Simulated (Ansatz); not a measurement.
**LiCaCl3 (model cell, started as cubic perovskite with Ca in the octahedra): following an unstable mode**

Wanted: the energy along a soft mode of LiCaCl3 (model cell, started as cubic perovskite with Ca in the octahedra) and the structure at the end.

Method: DFT PBEsol, scalar-relativistic, plane waves, PAW; PAW set soft_1, in Ansatz 0.2.0.

The structure was built from a prototype and need not be the compound's stable phase.

## 1. The starting structure

It takes space group Pm-3m (No. 221, cubic). Conventional cell: a = 5.267 Å, b = 5.267 Å, c = 5.267 Å, α = 90.00°, β = 90.00°, γ = 90.00°. Nearest to Li lie 12 Cl at 3.72 Å. Nearest to Ca lie 6 Cl at 2.63 Å. Cl has 2 Ca at 2.63 Å nearest. Farther neighbours and most contacts between anions are not listed.

## 2. Response at finite wavevector

The cell comes from relaxations at this level that are not shown. Stability and thermal properties need the whole zone. Linear response on a 2×2×2 q mesh gives force constants as far as a supercell of that size would, and the tensors from the zone-centre run are typed in so that the long-range dipole term is interpolated apart.

input.yaml reads:

```yaml
crystal:
  lattice:
    - [5.2669287819, 0.0, 0.0]
    - [0.0, 5.2669287819, 0.0]
    - [0.0, 0.0, 5.2669287819]
  atoms:
    - { symbol: Li, position: [0.0, 0.0, 0.0] }
    - { symbol: Ca, position: [0.5, 0.5, 0.5] }
    - { symbol: Cl, position: [0.5, 0.5, 0.0] }
    - { symbol: Cl, position: [0.5, 0.0, 0.5] }
    - { symbol: Cl, position: [0.0, 0.5, 0.5] }
kpoints:
  mp_grid: { grid: [4, 4, 4] }
hamiltonian:
  xc: pbesol
  pseudopotentials: { kind: paw, azcp: { folder: soft_1 }, xc_functional: pbe }
scf:
  occupations: { method: fixed }
output:
  eigenvalues: true
phonons:
  method: dfpt
  qmesh: [2, 2, 2]
  temperatures: { t_max: 1000, t_step: 50 }
  qpath:
    path:
      - [[0.0, 0.0, 0.0], [0.0, 0.5, 0.0], [0.5, 0.5, 0.0], [0.0, 0.0, 0.0], [0.5, 0.5, 0.5], [0.0, 0.5, 0.0]]
      - [[0.5, 0.5, 0.5], [0.5, 0.5, 0.0]]
    npoints: 10
  non_analytic_term:
    high_frequency_dielectric_tensor: [[2.6363, 0.0, 0.0], [0.0, 2.6363, 0.0], [0.0, 0.0, 2.6363]]
    born_effective_charges:
      - { species: Li, tensor: [[1.3468, 0.0, 0.0], [0.0, 1.3468, 0.0], [0.0, 0.0, 1.3468]] }
      - { species: Ca, tensor: [[2.3743, 0.0, 0.0], [0.0, 2.3743, 0.0], [0.0, 0.0, 2.3743]] }
      - { species: Cl, tensor: [[-0.8776, 0.0, 0.0], [0.0, -0.8776, 0.0], [0.0, 0.0, -1.9659]] }
      - { species: Cl, tensor: [[-0.8776, 0.0, 0.0], [0.0, -1.9659, 0.0], [0.0, 0.0, -0.8776]] }
      - { species: Cl, tensor: [[-1.9659, 0.0, 0.0], [0.0, -0.8776, 0.0], [0.0, 0.0, -0.8776]] }
    source: "zone-centre run at this cell"
```

Run with:

```sh
ansatz run input.yaml --threads 4 --pin off --max-ram 16384MiB --backend cpu --events-out ev --progress --plain --runs-dir out
```

Numbers of over 12 decimals in the logs are rounded to 6 here.

Log:

```text
Engine: ansatz 0.2.0, aarch64-unknown-linux-gnu
Pseudopotentials: kind: paw
Pseudopotential: Li, paw, valence charge 3, recommended cutoff 420 eV (normal), soft_1/Li.paw.azcp
Pseudopotential: Ca, paw, valence charge 10, recommended cutoff 420 eV (normal), soft_1/Ca.paw.azcp
Pseudopotential: Cl, paw, valence charge 7, recommended cutoff 420 eV (normal), soft_1/Cl.paw.azcp
Functional definition: PBEsol
  exchange = pbesol_x
  correlation = pbesol_c
Crystal: 5 atoms, lattice volume = 146.107 Å³
Basis set: ecut = 420 eV, 2897 PW (Γ), exchange–correlation on 72×72×72 points (8 copies of the dense FFT grid, shifted against one another)
Bands: 22, of which v1, the nominal top of the filled ones, is band 17 counted from 1 (16 counted from 0)
Symmetry: 48 space group operations
k-points: 10 of 64
Non-local potential: Li, projectors of the file, l = 0: 3, l = 1: 2, l = 2: 1
Non-local potential: Ca, projectors of the file, l = 0: 3, l = 1: 2, l = 2: 2
Non-local potential: Cl, projectors of the file, l = 0: 2, l = 1: 2, l = 2: 1
PAW form: soft (Blöchl's): semilocal exchange-correlation on the pseudo side does not see the compensation charge
PAW frozen core: Ca, regenerated for the run's functional, and the local potential with it (the file was generated under x = pbe(κ = 0.804, μ = 0.219515), c = pbe(β = 0.066725))
PAW frozen core: Cl, regenerated for the run's functional, and the local potential with it (the file was generated under x = pbe(κ = 0.804, μ = 0.219515), c = pbe(β = 0.066725))
PAW one-centre angular grid: Li, 110 points (default); XC on 64 Gauss nodes
PAW one-centre angular grid: Ca, 110 points (default); XC on 64 Gauss nodes
PAW one-centre angular grid: Cl, 110 points (default); XC on 64 Gauss nodes
Initial density: superposition of atomic densities (chi_scale 0.1, normalization cell), built separately for each of the 2 bonded fragments (scf.initial_density.interfragment_charge_transfer: auto; true builds it for the cell as a whole; a typed value also counts as a typed key of the start: scf.initial_density.chi_scale says what that changes, if anything)
Initial wavefunctions: pseudopotential atomic-orbital guess
Functional: x = pbesol(κ = 0.804, μ = 0.123457), c = pbesol(β = 0.046)
SCF iter   1: F=—  HF=-5191.874537 eV  |F-HF|=—  |Δ(HF+E_count)|=         —  Δρ=4.99e-2  dr2=9.18e0  ethr=3.10e-3  ⟨swp⟩=6.1  Hψ=1124  notcnv=0  defer=22
preconditioner: auto → Resta (q_TF=auto, 2.140 Å⁻¹)  ε∞=4.4  [insulator: Δε(μ)=2.151 eV  Ē_g=8.133 eV  n_scr=26 (ndim 8)  ℏωp=15.0 eV  f_vac=0.000  ε∞_Penn≈4.4]
SCF iter   2: F=—  HF=-5189.181412 eV  |F-HF|=—  |Δ(HF+E_count)|=    2.69e0  Δρ=1.62e-2  dr2=1.59e0  ethr=3.10e-3  ⟨swp⟩=4.8  Hψ=648  notcnv=0  defer=18
SCF iter   3: F=—  HF=-5188.631300 eV  |F-HF|=—  |Δ(HF+E_count)|=   5.50e-1  Δρ=7.89e-3  dr2=4.20e-1  ethr=3.10e-3  ⟨swp⟩=3.6  Hψ=434  notcnv=0  defer=20
SCF iter   4: F=—  HF=-5188.477340 eV  |F-HF|=—  |Δ(HF+E_count)|=   1.54e-1  Δρ=2.06e-3  dr2=2.22e-2  ethr=1.24e-3  ⟨swp⟩=4.0  Hψ=456  notcnv=0  defer=21
SCF iter   5: F=—  HF=-5188.481002 eV  |F-HF|=—  |Δ(HF+E_count)|=   3.66e-3  Δρ=7.99e-4  dr2=1.96e-3  ethr=6.52e-5  ⟨swp⟩=3.7  Hψ=427  notcnv=0  defer=27
SCF iter   6: F=—  HF=-5188.482094 eV  |F-HF|=—  |Δ(HF+E_count)|=   1.09e-3  Δρ=1.61e-4  dr2=5.57e-5  ethr=5.76e-6  ⟨swp⟩=4.4  Hψ=421  notcnv=0  defer=30
SCF iter   7: F=—  HF=-5188.482162 eV  |F-HF|=—  |Δ(HF+E_count)|=   6.74e-5  Δρ=3.10e-5  dr2=2.91e-6  ethr=1.64e-7  ⟨swp⟩=2.1  Hψ=362  notcnv=0  defer=26
SCF iter   8: F=—  HF=-5188.482160 eV  |F-HF|=—  |Δ(HF+E_count)|=   1.38e-6  Δρ=7.20e-6  dr2=1.21e-7  ethr=8.56e-9  ⟨swp⟩=2.1  Hψ=386  notcnv=0  defer=23
SCF iter   9: F=—  HF=-5188.482160 eV  |F-HF|=—  |Δ(HF+E_count)|=   2.84e-7  Δρ=1.63e-6  dr2=6.12e-9  ethr=3.56e-10  ⟨swp⟩=2.2  Hψ=353  notcnv=0  defer=23
SCF iter  10: F=—  HF=-5188.482160 eV  |F-HF|=—  |Δ(HF+E_count)|=   1.59e-8  Δρ=4.06e-7  dr2=2.63e-10  ethr=1.80e-11  ⟨swp⟩=2.0  Hψ=367  notcnv=0  defer=23
SCF iter  11: F=—  HF=-5188.482160 eV  |F-HF|=—  |Δ(HF+E_count)|=   1.13e-9  Δρ=1.00e-7  dr2=1.45e-11  ethr=1.00e-12  ⟨swp⟩=2.1  Hψ=319  notcnv=0  defer=23
SCF iter  12: F=-5188.482160 eV  HF=-5188.482160 eV  |F-HF|=3.64e-12  |Δ(HF+E_count)|=  2.55e-11  Δρ=2.25e-8  dr2=9.04e-13  ethr=1.00e-12  ⟨swp⟩=15.7  Hψ=1720  notcnv=0
SCF 1 converged in 12 iterations: F = -5188.482160 eV  dr2 = 9.04e-13
  greatest PAW one-centre occupation: 0.999 electrons in one spin orbital (limit 2), on the Li atom at site 0 (counted from 0), in its partial waves of l = 0
NSCF: frozen V_eff on 10 k-points
NSCF: frozen V_eff on 27 k-points
DFPT response loops at q = (0, 0, 0) (fractional): preconditioner auto → none (the input reference at scf.mixing.eps_inf says where Resta's filter doesn't serve); β = 0.50; Broyden in place of MSR1
NSCF: frozen V_eff on 54 k-points
DFPT response loops at q = (0, 0, -0.5) (fractional): mixed as the last ones told, above
NSCF: frozen V_eff on 54 k-points
DFPT response loops at q = (0, -0.5, -0.5) (fractional): mixed as the last ones told, above
NSCF: frozen V_eff on 54 k-points
DFPT response loops at q = (-0.5, -0.5, -0.5) (fractional): mixed as the last ones told, above
SCF converged after 12 iterations
Free energy (F): -5188.482160 eV
Harris-Foulkes:  -5188.482160 eV  (|F-HF|=3.64e-12)
Internal energy: -5188.482160 eV  (E = F + TS)
E sigma→0 (E₀):  -5188.482160 eV
Fermi energy:    0.561176 eV
--- Per-component energies (eV) ---
  E_band       = -358.077582
  E_kinetic    = 728.172877
  E_local      = -2141.323531  (includes V_loc(G=0)·N_el)
  E_nonlocal   = 166.028241
  E_hartree    = 752.998425
  E_xc         = -455.164283
  E_vxc        = -518.281117  (∫ρ·V_xc dr)
  E_paw        = -2791.342210  (= ΣΔE_a)
  E_vpaw       = -98.671467  (= ΣTr[D̂ρ^β])
  E_aug_tail   = 0.000570  (compensation charges beyond the density's cutoff)
  E_ewald      = -1448.206341
  E_core_change = 0.354091  (= ΣΔE_core)
  E_smearing   = -0.000000  (= −TS)
  E_closure    = 0.000000  (closes the sum)
  Σ components = -5188.482160   (vs F -5188.482160, Δ=0.00e0)
--- Band table (eV; the first three rows and the last of 10) ---
  k-point 0: bands = [... 13 lower, -0.0198, 0.2452, 0.2452, 0.2452, 4.2989, 6.1993, 6.1993, 6.1993, ... 1 higher]
  k-point 1: bands = [... 13 lower, -0.1766, -0.0913, 0.1843, 0.1843, 4.8425, 6.2515, 6.6854, 6.6854, ... 1 higher]
  k-point 2: bands = [... 13 lower, -0.4351, -0.1600, 0.1688, 0.1688, 5.8938, 6.1255, 6.3063, 7.1887, ... 1 higher]
  k-point 9: bands = [... 13 lower, -0.9588, 0.5612, 0.5612, 0.5612, 5.2637, 8.2524, 8.2524, 8.2524, ... 1 higher]
--- Phonons (Γ-DFPT): 4 representative perturbations + reference (Σ response iterations 12) ---
  ASR residual: 1.294e-4 → 0.000e0 eV/Å²; symmetrization residual: 6.354e-7 eV/Å²
  ASR residual per site (eV/Å²): 3.76e-5 1.29e-4 6.64e-5 6.64e-5 6.64e-5
  Γ frequencies (cm⁻¹): -180.68 -180.68 -180.68 -42.12 -42.12 -42.12 0.00 0.00 0.00 105.76 105.76 105.76 301.03 301.03 301.03
--- Phonons (arbitrary-q DFPT): 4 irreducible q on the 2×2×2 mesh ---
  q = [0.0000, 0.0000, 0.0000] (star 1, of the zone-centre solve; hermiticity 1.71e-7, symmetrization 5.17e-13): -180.68 -180.68 -180.68 -42.12 -42.12 -42.12 -0.00 0.00 0.00 105.76 105.76 105.76 301.03 301.03 301.03
  q = [0.0000, 0.0000, -0.5000] (star 3, 9 solved perturbations in 216 linear systems a pass and spin channel, the states on 27 of 64 k-point pairs; hermiticity 6.91e-7, symmetrization 3.47e-7): -171.21 -171.21 -43.30 -43.30 -31.59 60.19 60.19 75.79 86.21 88.02 88.02 248.75 286.28 300.70 300.70
  q = [0.0000, -0.5000, -0.5000] (star 3, 9 solved perturbations in 216 linear systems a pass and spin channel, the states on 27 of 64 k-point pairs; hermiticity 2.88e-7, symmetrization 1.44e-7): -160.48 -160.48 -157.95 -86.29 25.41 25.41 83.64 91.90 91.90 99.74 240.21 254.55 254.55 286.53 300.42
  q = [-0.5000, -0.5000, -0.5000] (star 1, 4 solved perturbations in 81 linear systems a pass and spin channel, the states on 27 of 64 k-point pairs; hermiticity 4.52e-8, symmetrization 1.79e-8): -178.27 -178.27 -178.27 -86.48 -86.48 -86.48 123.54 123.54 123.54 239.64 239.64 244.61 244.61 244.61 294.84
  sum rule: each row above includes the acoustic sum rule's correction from the zone centre's row sums; it moved no ω² by more than (1.21 cm⁻¹)²
  mesh force constants: q→R imaginary residual 3.84e-18; ASR residual 1.294e-4 → 0.000e0 eV/Å²; symmetrization residual 3.553e-15 eV/Å²
  interpolated dispersion: 63 rows × 15 modes
  density of states and harmonic sums: on the 12×12×12 q-mesh, interpolated from the force constants of a 2×2×2 supercell (with the dipole–dipole term of supplied tensors)
  largest difference from the sums on the solved wave vectors: F 8.73e-2 eV, S 1.07e-4 and C_V 3.65e-5 eV/K
  zero-point energy: 0.103071 eV/cell   skipped modes (ω ≤ 0): 464, of them read as no rigid motion or as one in doubt: 461 (5.477e0 modes/cell left out, lowest -180.68 cm⁻¹)   left out of the sums: 3.65e-1 of the cell's modes: C_V's classical limit lies that fraction below 3 k_B per atom; for a crystal, a wire or a layer, F and S can be off by more, and a phonons.interpolated_qmesh denser along its periods is the remedy for the sampling
```

Wall time 53 s (4 threads of Arm Neoverse V1, shared host); peak memory 0.64 GiB; 3.4 min of CPU time.

A gap read on the k-mesh alone can miss the band edges.

This step gave:

```
gap on the k-mesh                                       : 3.738 eV
volume per atom                                         : 29.22 Å³
sum-rule residual before enforcement                    : 1.29e-4 eV/Å²
lowest frequency on the path                            : -180.7 cm⁻¹
point group                                             : m-3m
highest frequency on the path or at a solved wavevector : 360.8 cm⁻¹
highest optical mode at the zone centre (no LO-TO term) : 301.0 cm⁻¹
lowest optical zone-centre mode                         : -180.7 cm⁻¹
lowest mode on the q mesh (acoustic modes at Γ apart)   : -180.7 cm⁻¹
```

Frequencies (cm⁻¹) solved at each irreducible wavevector; negative means imaginary. Frequencies by wavevector, by row:

```tsv
q in reciprocal lattice units	star	mode 1	mode 2	mode 3	mode 4	mode 13	mode 14	mode 15
0 0 0	1	-180.7	-180.7	-180.7	-42.1	301	301	301
0 0 -0.5	3	-171.2	-171.2	-43.3	-43.3	286.3	300.7	300.7
0 -0.5 -0.5	3	-160.5	-160.5	-157.9	-86.3	254.6	286.5	300.4
-0.5 -0.5 -0.5	1	-178.3	-178.3	-178.3	-86.5	244.6	244.6	294.8
```

Interpolated from a 2×2×2 q mesh, with the LO-TO term (at Γ the limit along the path; where Γ stands inside the path, tables give the limit on arrival). The phonon branches at the labelled points (cm⁻¹):

```tsv
point	branch 1	branch 2	branch 3	branch 4	branch 12	branch 13	branch 14	branch 15
Γ	-181	-181	-60	-42	116	301	301	361
halfway	-176	-176	-40	-40	166	301	301	338
X	-171	-171	-43	-43	249	286	301	301
halfway	-166	-165	-119	-68	252	261	301	310
M	-160	-160	-158	-86	255	255	286	300
halfway	-171	-164	-105	-60	170	284	301	335
Γ	-181	-181	-60	-42	116	301	301	361
halfway	-168	-168	-123	-65	175	284	284	333
R	-178	-178	-178	-86	245	245	245	295
halfway	-172	-162	-145	-73	250	256	285	316
X	-171	-171	-43	-43	249	286	301	301
jump to R	-178	-178	-178	-86	245	245	245	295
halfway	-169	-169	-169	-86	249	249	269	306
M	-160	-160	-158	-86	255	255	286	300
```

Symmetry leaves 4 wavevectors to solve. The lowest mode among them, the acoustic zeros apart, lies at Γ and is imaginary, 180.7i cm⁻¹, so the energy falls along it.

## 3. The mode frozen in, largest atomic shift 0 Å

The mode followed lies at q = (-0.5, -0.5, -0.5) with frequency 178.3i cm⁻¹ and is 3-fold degenerate, one of the unstable modes though not the softest. At small amplitude the distorted cell has space group no. 74 by a symmetry search on the positions. The undistorted cell that holds it gives the zero of energy on the same k mesh.

System of this step: LiCaCl3 (model cell, started as cubic perovskite with Ca in the octahedra). It takes space group Pm-3m (No. 221, cubic). Conventional cell: a = 5.267 Å, b = 5.267 Å, c = 5.267 Å, α = 90.00°, β = 90.00°, γ = 90.00°. Nearest to Li lie 12 Cl at 3.72 Å. Nearest to Ca lie 6 Cl at 2.63 Å. Cl has 2 Ca at 2.63 Å nearest. Farther neighbours and most contacts between anions are not listed.

input.yaml reads:

```yaml
crystal:
  lattice:
    - [5.2669287819, 5.2669287819, 0.0]
    - [5.2669287819, 0.0, 5.2669287819]
    - [5.2669287819, 0.0, -5.2669287819]
  atoms:
    - { symbol: Li, position: [0.0, 0.5, 0.5] }
    - { symbol: Li, position: [0.0, 0.0, 0.0] }
    - { symbol: Ca, position: [0.5, 0.25, 0.75] }
    - { symbol: Ca, position: [0.5, 0.75, 0.25] }
    - { symbol: Cl, position: [0.5, 0.5, 0.5] }
    - { symbol: Cl, position: [0.5, 0.0, 0.0] }
    - { symbol: Cl, position: [0.0, 0.0, 0.5] }
    - { symbol: Cl, position: [0.0, 0.5, 0.0] }
    - { symbol: Cl, position: [0.5, 0.0, 0.5] }
    - { symbol: Cl, position: [0.5, 0.5, 0.0] }
kpoints:
  mp_grid: { grid: [4, 4, 4] }
hamiltonian:
  xc: pbesol
  pseudopotentials: { kind: paw, azcp: { folder: soft_1 }, xc_functional: pbe }
scf:
  occupations: { method: gaussian, width: 0.02 }
output:
  forces: true
  stress: true
  eigenvalues: true
```

Log:

```text
[...]
Crystal: 10 atoms, lattice volume = 292.215 Å³
Basis set: ecut = 420 eV, 5769 PW (Γ), exchange–correlation on 100×100×100 points (8 copies of the dense FFT grid, shifted against one another)
Bands: 44, of which v1, the nominal top of the filled ones, is band 34 counted from 1 (33 counted from 0)
Symmetry: 96 space group operations
[...]
k-points: 8 of 64
[...]
k-point 0: bands = [... 30 lower, 0.2451, 0.5611, 0.5611, 0.5611, 4.2989, 5.2637, 6.1995, 6.1995, ... 3 higher]
  k-point 1: bands = [... 30 lower, 0.1655, 0.4139, 0.4139, 0.4675, 4.7151, 5.5315, 6.4233, 6.5048, ... 3 higher]
  k-point 2: bands = [... 30 lower, 0.1854, 0.1854, 0.2546, 0.2546, 5.5572, 5.5572, 6.5712, 6.5712, ... 3 higher]
  k-point 7: bands = [... 30 lower, -0.0558, -0.0558, 0.2974, 0.2974, 6.0256, 6.0256, 6.6083, 6.6083, ... 3 higher]
[key lines of the parts left out:]
SCF converged after 9 iterations
Free energy (F): -10376.965026 eV
Fermi energy:    2.430054 eV
P = ⅓ Tr σ = -0.0073 GPa (-0.073 kbar)
```

Wall time 2.5 s (4 threads); peak memory 0.65 GiB; 8.7 s of CPU time.

This step gave:

```
pressure                         : -0.007317 GPa
energy from the undistorted cell : 0 meV/atom
```

At this level the gap is 3.74 eV on the k-mesh of the self-consistent run, which can miss the band edges.

## 4. The mode frozen in, largest atomic shift 0.6 Å

The atoms are moved along the unstable eigenvector, the largest shift by 0.6 Å, with the cell fixed.

input.yaml, the sections that differ from step 3:

```yaml
crystal:
  lattice:
    - [5.2669287819, 5.2669287819, 0.0]
    - [5.2669287819, 0.0, 5.2669287819]
    - [5.2669287819, 0.0, -5.2669287819]
  atoms:
    - { symbol: Li, position: [0.0805524598, 0.4194475402, 0.5] }
    - { symbol: Li, position: [-0.0805524598, 0.0805524598, 0.0] }
    - { symbol: Ca, position: [0.5, 0.25, 0.75] }
    - { symbol: Ca, position: [0.5, 0.75, 0.25] }
    - { symbol: Cl, position: [0.5, 0.4950633003, 0.4950633003] }
    - { symbol: Cl, position: [0.5, 0.0049366997, 0.0049366997] }
    - { symbol: Cl, position: [0.0, 0.0049366997, 0.5049366997] }
    - { symbol: Cl, position: [0.0, 0.4950633003, -0.0049366997] }
    - { symbol: Cl, position: [0.4901266006, 0.0098733994, 0.5] }
    - { symbol: Cl, position: [0.5098733994, 0.4901266006, 0.0] }
# kpoints, hamiltonian, scf, output: as in step 3
```

Log:

```text
[...]
Crystal: 10 atoms, lattice volume = 292.215 Å³
Basis set: ecut = 420 eV, 5769 PW (Γ), exchange–correlation on 100×100×100 points (8 copies of the dense FFT grid, shifted against one another)
Bands: 44, of which v1, the nominal top of the filled ones, is band 34 counted from 1 (33 counted from 0)
Symmetry: 8 space group operations
[...]
k-points: 18 of 64
[...]
k-point 0: bands = [... 30 lower, 0.1813, 0.4262, 0.4770, 0.5176, 4.4629, 5.4777, 6.0722, 6.1193, ... 4 higher]
  k-point 1: bands = [... 30 lower, 0.1049, 0.3103, 0.3331, 0.3965, 4.8748, 5.7402, 6.3807, 6.3809, ... 4 higher]
  k-point 2: bands = [... 30 lower, 0.1156, 0.1156, 0.1864, 0.1864, 5.7197, 5.7197, 6.6519, 6.6519, ... 4 higher]
  k-point 17: bands = [... 30 lower, -0.1619, 0.1176, 0.1265, 0.5083, 6.0522, 6.1992, 6.3387, 6.3996, ... 4 higher]
[key lines of the parts left out:]
SCF converged after 10 iterations
Free energy (F): -10377.289714 eV
Fermi energy:    2.490284 eV
P = ⅓ Tr σ = 0.0364 GPa (0.364 kbar)
```

It took 5.3 s on 4 threads; peak memory 0.7 GiB; 21 s of CPU time.

This step gave:

| Item | Value |
| --- | --- |
| pressure | 0.03644 GPa |
| gap on the k-mesh | 3.945 eV |
| energy from the undistorted cell | -32.47 meV/atom |

The energy, extrapolated to zero smearing, is -32.47 meV/atom against the undistorted cell.

The run ends at a pressure of 0.04 GPa, with forces up to 0.45 eV/Å.

## 5. Energy along the mode, all amplitudes (two of the runs are shown above)

An imaginary frequency means negative curvature, so the energy should fall and then rise again as anharmonic terms take over.

Numbers from this step:

```yaml
depth_at_the_lowest_point_sampled: 32.47 meV/atom
largest_atomic_shift_at_that_point: 0.6 Å
```

The energy from the parent by largest atomic shift:

```tsv
largest atomic shift (Å)	energy from the parent (meV/atom)
0.000	0
0.040	-0.15
0.080	-0.598
0.140	-1.83
0.220	-4.51
0.320	-9.49
0.450	-18.6
0.600	-32.5
```

Displacement at unit largest shift by atom:

```tsv
atom	x (Å)	y (Å)	z (Å)	size
Li1	0.000	0.707	-0.707	1.000
Li2	0.000	-0.707	0.707	1.000
Ca3	0.000	0.000	0.000	0.000
Ca4	0.000	0.000	0.000	0.000
Cl5	-0.087	0.000	0.000	0.087
Cl6	0.087	0.000	0.000	0.087
Cl7	0.087	0.000	0.000	0.087
Cl8	-0.087	0.000	0.000	0.087
Cl9	0.000	-0.087	0.087	0.123
Cl10	0.000	0.087	-0.087	0.123
```

The lowest of the steps tried is the last one, at 0.6 Å, 32.5 meV/atom below the parent; the bottom of the well need not coincide with a step.

(Part 1 of 3 ends here.)

[Logs are printed without paths, hosts, clocks, repeated set-up lines and the standing remarks that a program may print on its own settings, such as how far it seeks lower states.]

[Hosts, paths, dates, database ids (printed as entryN), source tags and the programs' standing remarks are cut or masked in the printed files.]
